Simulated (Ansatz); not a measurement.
# K on Pt(100): change of the work function, part 2 of 3

Aim: the work function of Pt(100) at several coverages of K (hollow site), and the dipole that each adsorbate carries.

Ansatz 0.2.0; plane-wave DFT, PBE, Ansatz PAW.

So far, work function, upper face (eV): step 2 (the clean slab) 5.66.

### 3. The covered slab, k-mesh 4×4×1, coverage 0.111 ML

System of this step: KPt36 (K/Pt(100)). The cell holds 37 atoms: 36 Pt and 1 K. Its edges and angles: a = 8.316 Å, b = 8.316 Å, c = 26.828 Å, α = 90.0°, β = 90.0°, γ = 90.0°. Vacuum lies along c.

The clean slab as it ended is repeated in the plane and the adsorbate is set on one face; the cell's size fixes the coverage, and the k-mesh shrinks with it to keep the sampling density about even. Adsorbate and upper layers relax, since the dipole depends on the height.

input.yaml

```yaml
crystal:
  lattice:
    - [8.3155757469, 0.0, 0.0]
    - [0.0, 8.3155757469, 0.0]
    - [0.0, 0.0, 26.8281943521]
  atoms:
    - { symbol: Pt, position: [0.1666666667, 0.1666666667, 0.3354679738] }
    - { symbol: Pt, position: [0.0, 0.0, 0.4085254436] }
    - { symbol: Pt, position: [0.1666666667, 0.1666666667, 0.4832624244] }
    - { symbol: Pt, position: [0.0, 0.0, 0.5568206966] }
    - { symbol: Pt, position: [0.1666666667, 0.5, 0.3354679738] }
    - { symbol: Pt, position: [0.0, 0.3333333333, 0.4085254436] }
    - { symbol: Pt, position: [0.1666666667, 0.5, 0.4832624244] }
    - { symbol: Pt, position: [0.0, 0.3333333333, 0.5568206966] }
    - { symbol: Pt, position: [0.1666666667, 0.8333333333, 0.3354679738] }
    - { symbol: Pt, position: [0.0, 0.6666666667, 0.4085254436] }
    - { symbol: Pt, position: [0.1666666667, 0.8333333333, 0.4832624244] }
    - { symbol: Pt, position: [0.0, 0.6666666667, 0.5568206966] }
    - { symbol: Pt, position: [0.5, 0.1666666667, 0.3354679738] }
    - { symbol: Pt, position: [0.3333333333, 0.0, 0.4085254436] }
    - { symbol: Pt, position: [0.5, 0.1666666667, 0.4832624244] }
    - { symbol: Pt, position: [0.3333333333, 0.0, 0.5568206966] }
    - { symbol: Pt, position: [0.5, 0.5, 0.3354679738] }
    - { symbol: Pt, position: [0.3333333333, 0.3333333333, 0.4085254436] }
    - { symbol: Pt, position: [0.5, 0.5, 0.4832624244] }
    - { symbol: Pt, position: [0.3333333333, 0.3333333333, 0.5568206966] }
    - { symbol: Pt, position: [0.5, 0.8333333333, 0.3354679738] }
    - { symbol: Pt, position: [0.3333333333, 0.6666666667, 0.4085254436] }
    - { symbol: Pt, position: [0.5, 0.8333333333, 0.4832624244] }
    - { symbol: Pt, position: [0.3333333333, 0.6666666667, 0.5568206966] }
    - { symbol: Pt, position: [0.8333333333, 0.1666666667, 0.3354679738] }
    - { symbol: Pt, position: [0.6666666667, 0.0, 0.4085254436] }
    - { symbol: Pt, position: [0.8333333333, 0.1666666667, 0.4832624244] }
    - { symbol: Pt, position: [0.6666666667, 0.0, 0.5568206966] }
    - { symbol: Pt, position: [0.8333333333, 0.5, 0.3354679738] }
    - { symbol: Pt, position: [0.6666666667, 0.3333333333, 0.4085254436] }
    - { symbol: Pt, position: [0.8333333333, 0.5, 0.4832624244] }
    - { symbol: Pt, position: [0.6666666667, 0.3333333333, 0.5568206966] }
    - { symbol: Pt, position: [0.8333333333, 0.8333333333, 0.3354679738] }
    - { symbol: Pt, position: [0.6666666667, 0.6666666667, 0.4085254436] }
    - { symbol: Pt, position: [0.8333333333, 0.8333333333, 0.4832624244] }
    - { symbol: Pt, position: [0.6666666667, 0.6666666667, 0.5568206966] }
    - { symbol: K, position: [0.1666666667, 0.1666666667, 0.6645320262] }
kpoints:
  mp_grid: { grid: [4, 4, 1] }
hamiltonian:
  xc: pbe
scf:
  occupations: { method: fermi_dirac, width: 0.1 }
  convergence: { dr2_threshold: 1.0e-08 }
efield:
  axis: 3
  dipole_correction: true
  ramp_position: 0.97
  ramp_width: 0.06
relax:
  f_tol: 0.02
  max_steps: 60
  constraints:
    - { sites: [0, 1, 4, 5, 8, 9, 12, 13, 16, 17, 20, 21, 24, 25, 28, 29, 32, 33] }
output:
  write_potential: true
  write_density: true
  volumetric_format: npy
```

On the command line:

```
$ ansatz run input.yaml --threads 4 --pin off --max-ram 16384MiB --backend cpu --events-out ev --progress --plain --runs-dir out
```

The program printed:

```text
[...]
Crystal: 37 atoms, lattice volume = 1855.137 Å³
Basis set: ecut = 420 eV, 36201 PW (Γ), exchange–correlation on 120×120×360 points (8 copies of the dense FFT grid, shifted against one another)
Bands: 395, of which v1, the nominal top of the filled ones, is band 329 counted from 1 (328 counted from 0)
Symmetry: 8 space group operations
[...]
k-points: 6 of 16
[...]
SCF iter   1: F=—  HF=-452354.251638 eV  |F-HF|=—  |Δ(HF+E_count)|=         —  Δρ=8.77e-3  dr2=1.34e1  ethr=1.77e-3  p=1.087 e·Å  D=1.06e-1 V/Å  ΔV_dip=-2.84 eV  dr2_dipole=2.07e0  V_vac-E_F(+/−)=2.29/5.13 eV  ⟨swp⟩=7.2  Hψ=9757  notcnv=0  defer=110
[...]
SCF iter  13: F=-452353.865879 eV  HF=-452353.865879 eV  |F-HF|=1.08e-8  |Δ(HF+E_count)|=   1.13e-7  Δρ=2.86e-7  dr2=4.85e-9  ethr=1.52e-12  p=1.161 e·Å  D=1.13e-1 V/Å  ΔV_dip=-3.04 eV  dr2_dipole=2.63e-11  V_vac-E_F(+/−)=2.63/5.66 eV  ⟨swp⟩=9.0  Hψ=14561  notcnv=0
SCF 1 converged in 13 iterations: F = -452353.865879 eV  dr2 = 4.85e-9
[...]
relax step   1: F+E_penalty+E_count = -452353.86587903 eV  Δ(F+E_penalty+E_count) = +0.000e0 eV  max|allowed force component| = 4.956e-1 eV/Å  Δτ_max = 0.0000 Å  (13 SCF iters, accepted)
[...]
SCF iter  11: F=-452353.904121 eV  HF=-452353.904121 eV  |F-HF|=8.79e-9  |Δ(HF+E_count)|=   2.70e-8  Δρ=2.37e-7  dr2=3.35e-9  ethr=1.52e-12  p=1.094 e·Å  D=1.07e-1 V/Å  ΔV_dip=-2.86 eV  dr2_dipole=3.92e-13  V_vac-E_F(+/−)=2.80/5.67 eV  ⟨swp⟩=8.0  Hψ=13671  notcnv=0
SCF 2 converged in 11 iterations: F = -452353.904121 eV  dr2 = 3.35e-9
[...]
relax step   2: F+E_penalty+E_count = -452353.90412077 eV  Δ(F+E_penalty+E_count) = -3.824e-2 eV  max|allowed force component| = 3.059e-1 eV/Å  Δτ_max = 0.0851 Å  (11 SCF iters, accepted)
SCF iter   1: F=—  HF=-452353.927422 eV  |F-HF|=—  |Δ(HF+E_count)|=         —  Δρ=1.10e-3  dr2=6.20e-2  ethr=8.37e-4  p=1.094 e·Å  D=1.07e-1 V/Å  ΔV_dip=-2.86 eV  dr2_dipole=1.04e-2  V_vac-E_F(+/−)=2.80/5.67 eV  ⟨swp⟩=5.8  Hψ=5662  notcnv=0  defer=106
[...]
SCF iter  11: F=-452353.924290 eV  HF=-452353.924290 eV  |F-HF|=1.84e-8  |Δ(HF+E_count)|=   6.40e-8  Δρ=3.61e-7  dr2=5.58e-9  ethr=1.52e-12  p=0.999 e·Å  D=9.74e-2 V/Å  ΔV_dip=-2.61 eV  dr2_dipole=8.01e-11  V_vac-E_F(+/−)=3.05/5.66 eV  ⟨swp⟩=8.8  Hψ=14315  notcnv=0
SCF 3 converged in 11 iterations: F = -452353.924290 eV  dr2 = 5.58e-9
relax step   3: F+E_penalty+E_count = -452353.92428995 eV  Δ(F+E_penalty+E_count) = -2.017e-2 eV  max|allowed force component| = 8.173e-2 eV/Å  Δτ_max = 0.1645 Å  (11 SCF iters, accepted)
SCF iter   1: F=—  HF=-452353.927334 eV  |F-HF|=—  |Δ(HF+E_count)|=         —  Δρ=2.85e-4  dr2=4.71e-3  ethr=5.60e-6  p=0.999 e·Å  D=9.74e-2 V/Å  ΔV_dip=-2.61 eV  dr2_dipole=1.55e-3  V_vac-E_F(+/−)=3.05/5.66 eV  ⟨swp⟩=6.0  Hψ=6051  notcnv=0  defer=145
[...]
SCF iter   9: F=-452353.925972 eV  HF=-452353.925972 eV  |F-HF|=2.22e-8  |Δ(HF+E_count)|=   8.79e-8  Δρ=3.74e-7  dr2=5.30e-9  ethr=1.52e-12  p=1.020 e·Å  D=9.95e-2 V/Å  ΔV_dip=-2.67 eV  dr2_dipole=1.98e-11  V_vac-E_F(+/−)=2.99/5.66 eV  ⟨swp⟩=7.7  Hψ=15447  notcnv=0
SCF 4 converged in 9 iterations: F = -452353.925972 eV  dr2 = 5.30e-9
[...]
relax step   4: F+E_penalty+E_count = -452353.92597154 eV  Δ(F+E_penalty+E_count) = -1.682e-3 eV  max|allowed force component| = 1.064e-2 eV/Å  Δτ_max = 0.0390 Å  (9 SCF iters, accepted)
NSCF: frozen V_eff on 6 k-points
the search or the solves at the SCF's close may have found levels that the self-consistency loop had missed (the run counts none). By its estimate they hold under 1e-12 electrons; where the run keeps them, the occupations were computed again with them
[...]
SCF converged after 9 iterations
Free energy (F): -452353.925972 eV
[...]
Internal energy: -452351.877988 eV  (E = F + TS)
E sigma→0 (E₀):  -452352.901980 eV
Entropy (-TS):   -2.047983 eV (-55.351 meV/atom)
Fermi energy:    3.887551 eV
Dipole field:    D = 0.099529 V/Å  (p = 1.020388 e·Å, saw-weighted, corrected)
Work function:   Φ+ = 2.9941 eV   Φ− = 5.6643 eV
[...]
--- Forces (eV/Å), atoms counted from 1 ---
  atom   1  Pt    -0.00000000     0.00000000    -0.08790669
  atom   2  Pt    -0.00189944    -0.00189944     0.11962944
  atom   3  Pt    -0.00000000     0.00000000    -0.00222158
  atom   4  Pt     0.00535057     0.00535057     0.00615330
  atom   5  Pt     0.00000000     0.00257467    -0.08985111
  atom   6  Pt    -0.00189944     0.00189944     0.11962944
  atom   7  Pt     0.00000000    -0.00173029    -0.00048050
  atom   8  Pt     0.00535057    -0.00535057     0.00615330
  atom   9  Pt     0.00000000    -0.00257467    -0.08985111
  atom  10  Pt    -0.00526480     0.00000000     0.08539125
  atom  11  Pt     0.00000000     0.00173029    -0.00048050
  atom  12  Pt    -0.00129459     0.00000000    -0.00200574
  atom  13  Pt     0.00257467     0.00000000    -0.08985111
  atom  14  Pt     0.00189944    -0.00189944     0.11962944
  atom  15  Pt    -0.00173029     0.00000000    -0.00048050
  atom  16  Pt    -0.00535057     0.00535057     0.00615330
  atom  17  Pt     0.00343127     0.00343127    -0.09421115
  atom  18  Pt     0.00189944     0.00189944     0.11962944
  atom  19  Pt    -0.00155672    -0.00155672    -0.00049840
  atom  20  Pt    -0.00535057    -0.00535057     0.00615330
  atom  21  Pt     0.00343127    -0.00343127    -0.09421115
  atom  22  Pt     0.00526480     0.00000000     0.08539125
  atom  23  Pt    -0.00155672     0.00155672    -0.00049840
  atom  24  Pt     0.00129459     0.00000000    -0.00200574
  atom  25  Pt    -0.00257467     0.00000000    -0.08985111
  atom  26  Pt     0.00000000    -0.00526480     0.08539125
  atom  27  Pt     0.00173029     0.00000000    -0.00048050
  atom  28  Pt     0.00000000    -0.00129459    -0.00200574
  atom  29  Pt    -0.00343127     0.00343127    -0.09421115
  atom  30  Pt     0.00000000     0.00526480     0.08539125
  atom  31  Pt     0.00155672    -0.00155672    -0.00049840
  atom  32  Pt     0.00000000     0.00129459    -0.00200574
  atom  33  Pt    -0.00343127    -0.00343127    -0.09421115
  atom  34  Pt     0.00000000     0.00000000     0.00409581
  atom  35  Pt     0.00155672     0.00155672    -0.00049840
  atom  36  Pt     0.00000000     0.00000000     0.00006913
  atom  37  K     -0.00000000     0.00000000    -0.01063861
  max |Σ_I F_I| component: 9.36e-5 eV/Å
--- Band table (eV; the first three rows and the last of 6) ---
  k-point 0: bands = [... 325 lower, 3.5507, 3.5589, 3.8177, 3.8190, 3.8233, 3.8233, 3.8649, 3.8934, ... 62 higher]
  k-point 1: bands = [... 325 lower, 3.8054, 3.8143, 3.8676, 3.8730, 3.8852, 3.8972, 3.9107, 3.9188, ... 62 higher]
  k-point 2: bands = [... 325 lower, 3.8162, 3.8586, 3.8623, 3.8859, 3.8868, 3.8922, 3.8988, 4.0419, ... 62 higher]
  k-point 5: bands = [... 325 lower, 3.9120, 3.9120, 3.9142, 4.0459, 4.0459, 4.0496, 4.0499, 4.4205, ... 62 higher]
--- Relaxed structure (4 steps of the walk, 4 accepted, 0 SCFs on fresh bases) ---
  F+E_penalty+E_count = -452353.92597154 eV   max|allowed force component| = 1.064e-2 eV/Å
  atoms:
    - { symbol: Pt, position: [0.166667, 0.166667, 0.3354679738] }
    - { symbol: Pt, position: [1.666666e-11, 1.666666e-11, 0.408525] }
    - { symbol: Pt, position: [0.166667, 0.166667, 0.483474] }
    - { symbol: Pt, position: [-0.000564814, -0.000564814, 0.557046] }
    - { symbol: Pt, position: [0.166667, 0.500000, 0.3354679738] }
    - { symbol: Pt, position: [1.666666e-11, 0.333333, 0.408525] }
    - { symbol: Pt, position: [0.166667, 0.500272, 0.483425] }
    - { symbol: Pt, position: [-0.000564814, 0.333898, 0.557046] }
    - { symbol: Pt, position: [0.166667, 0.833333, 0.3354679738] }
    - { symbol: Pt, position: [1.666666e-11, 0.666667, 0.408525] }
    - { symbol: Pt, position: [0.166667, 0.833061, 0.483425] }
    - { symbol: Pt, position: [-9.961841e-5, 0.666667, 0.557325] }
    - { symbol: Pt, position: [0.500000, 0.166667, 0.3354679738] }
    - { symbol: Pt, position: [0.333333, 1.666666e-11, 0.408525] }
    - { symbol: Pt, position: [0.500272, 0.166667, 0.483425] }
    - { symbol: Pt, position: [0.333898, -0.000564814, 0.557046] }
    - { symbol: Pt, position: [0.500000, 0.500000, 0.3354679738] }
    - { symbol: Pt, position: [0.333333, 0.333333, 0.408525] }
    - { symbol: Pt, position: [0.500320, 0.500320, 0.483365] }
    - { symbol: Pt, position: [0.333898, 0.333898, 0.557046] }
    - { symbol: Pt, position: [0.500000, 0.833333, 0.3354679738] }
    - { symbol: Pt, position: [0.333333, 0.666667, 0.408525] }
    - { symbol: Pt, position: [0.500320, 0.833014, 0.483365] }
    - { symbol: Pt, position: [0.333433, 0.666667, 0.557325] }
    - { symbol: Pt, position: [0.833333, 0.166667, 0.3354679738] }
    - { symbol: Pt, position: [0.666667, 1.666666e-11, 0.408525] }
    - { symbol: Pt, position: [0.833061, 0.166667, 0.483425] }
    - { symbol: Pt, position: [0.666667, -9.961841e-5, 0.557325] }
    - { symbol: Pt, position: [0.833333, 0.500000, 0.3354679738] }
    - { symbol: Pt, position: [0.666667, 0.333333, 0.408525] }
    - { symbol: Pt, position: [0.833014, 0.500320, 0.483365] }
    - { symbol: Pt, position: [0.666667, 0.333433, 0.557325] }
    - { symbol: Pt, position: [0.833333, 0.833333, 0.3354679738] }
    - { symbol: Pt, position: [0.666667, 0.666667, 0.408525] }
    - { symbol: Pt, position: [0.833014, 0.833014, 0.483365] }
    - { symbol: Pt, position: [0.666667, 0.666667, 0.557286] }
    - { symbol: K, position: [0.166667, 0.166667, 0.656682] }
```

Elapsed: 14 min, on 4 threads of Intel Xeon Platinum 8259CL at 2.50GHz (Skylake/Cascade Lake), shared host; peak memory 12 GiB; 52 min of CPU time.

Step by step:

| step | energy less that of the first step (eV) | largest force component (eV/Å) |
| --- | --- | --- |
| 1 | 0.0000 | 0.4956 |
| 2 | -0.0382 | 0.3059 |
| 3 | -0.0584 | 0.0817 |
| 4 | -0.0601 | 0.0106 |

Forces are held to the 8 operations that the program found; a distortion that breaks them can't arise in this run.

The atoms that moved most (Å):

```csv
atom,dx,dy,dz,length
K37,0.000,0.000,-0.211,0.211
Pt12,-0.001,0.000,0.014,0.014
Pt28,0.000,-0.001,0.014,0.014
Pt24,0.001,0.000,0.014,0.014
Pt32,0.000,0.001,0.014,0.014
Pt36,0.000,0.000,0.012,0.012
Pt4,-0.005,-0.005,0.006,0.009
Pt16,0.005,-0.005,0.006,0.009
```

Final coordinates:

```
Pt K
1.0
     8.31558    0.00000    0.00000
     0.00000    8.31558    0.00000
     0.00000    0.00000   26.82819
Pt K
36 1
Direct
  0.16667 0.16667 0.33547
  0.00000 0.00000 0.40853
  0.16667 0.16667 0.48347
  0.99944 0.99944 0.55705
  0.16667 0.50000 0.33547
  0.00000 0.33333 0.40853
  0.16667 0.50027 0.48342
  0.99944 0.33390 0.55705
  0.16667 0.83333 0.33547
  0.00000 0.66667 0.40853
  0.16667 0.83306 0.48342
  0.99990 0.66667 0.55732
  0.50000 0.16667 0.33547
  0.33333 0.00000 0.40853
  0.50027 0.16667 0.48342
  0.33390 0.99944 0.55705
  0.50000 0.50000 0.33547
  0.33333 0.33333 0.40853
  0.50032 0.50032 0.48337
  0.33390 0.33390 0.55705
  0.50000 0.83333 0.33547
  0.33333 0.66667 0.40853
  0.50032 0.83301 0.48337
  0.33343 0.66667 0.55732
  0.83333 0.16667 0.33547
  0.66667 0.00000 0.40853
  0.83306 0.16667 0.48342
  0.66667 0.99990 0.55732
  0.83333 0.50000 0.33547
  0.66667 0.33333 0.40853
  0.83301 0.50032 0.48337
  0.66667 0.33343 0.55732
  0.83333 0.83333 0.33547
  0.66667 0.66667 0.40853
  0.83301 0.83301 0.48337
  0.66667 0.66667 0.55729
  0.16667 0.16667 0.65668
```

Numbers from this step:

```
energy at zero smearing        : -452352.9020 eV
work function, upper face      : 2.994 eV
work function, lower face      : 5.664 eV
dipole along the normal        : 1.020 e·Å
step between the vacuum levels : -2.670 eV
```

Running mean over 1.96 Å of the planar mean; the ramp of the sawtooth is left out. The electron's electrostatic potential energy less the Fermi level by z:

z (Å), electron's electrostatic potential energy less the Fermi level (eV) and a bar from the least value:
```
      3.5        5.7 ##############################
      4.0        5.7 ##############################
      4.5        5.7 ##############################
      5.0        5.7 ##############################
      5.5        5.7 ##############################
      6.0        5.6 ##############################
      6.5        5.5 ##############################
      7.0        5.0 #############################
      7.5        2.6 #########################
      8.0       -3.0 ###############
      8.5       -8.8 ######
      9.0      -11.3 #
      9.5      -11.8 
     10.0      -12.0 
     10.5      -12.1 
     11.0      -12.1 
     11.5      -11.8 
     12.0      -11.7 #
     12.5      -11.9 
     13.0      -12.1 
     13.5      -11.9 
     14.0      -11.7 #
     14.5      -11.6 #
     15.0      -11.1 ##
     15.5       -8.4 ######
     16.0       -2.8 ################
     16.5        1.9 ########################
     17.0        3.1 ##########################
     17.5        2.8 #########################
     18.0        2.6 #########################
     18.5        2.6 #########################
     19.0        2.9 #########################
     19.5        3.0 #########################
     20.0        3.0 #########################
     20.5        3.0 #########################
     21.0        3.0 #########################
     21.5        3.0 #########################
     22.0        3.0 #########################
     22.5        3.0 #########################
     23.0        3.0 #########################
     23.5        3.0 #########################
```

The relaxation took 4 steps and lowered the energy by 0.060 eV; the largest force on the free atoms ends at 0.011 eV/Å.

The covered face has 2.99 eV, -2.66 eV against the clean one; the bare back face has moved by +0.01 eV, a measure of how thin the slab is.

[end of part 2 of 3]

[Long decimals in the printed logs are rounded to 6 places.]

[Logs are printed without paths, hosts, clocks, repeated set-up lines and the standing remarks that a program may print on its own settings, such as how far it seeks lower states.]

[Hosts, paths, dates, database ids (printed as entryN), source tags and the programs' standing remarks are cut or masked in the printed files.]

[Maps of the electrostatic potential energy from Ansatz leave out the sawtooth potential of an applied field or a dipole correction, so their vacuum need not be flat; planar profiles and work functions include it.]
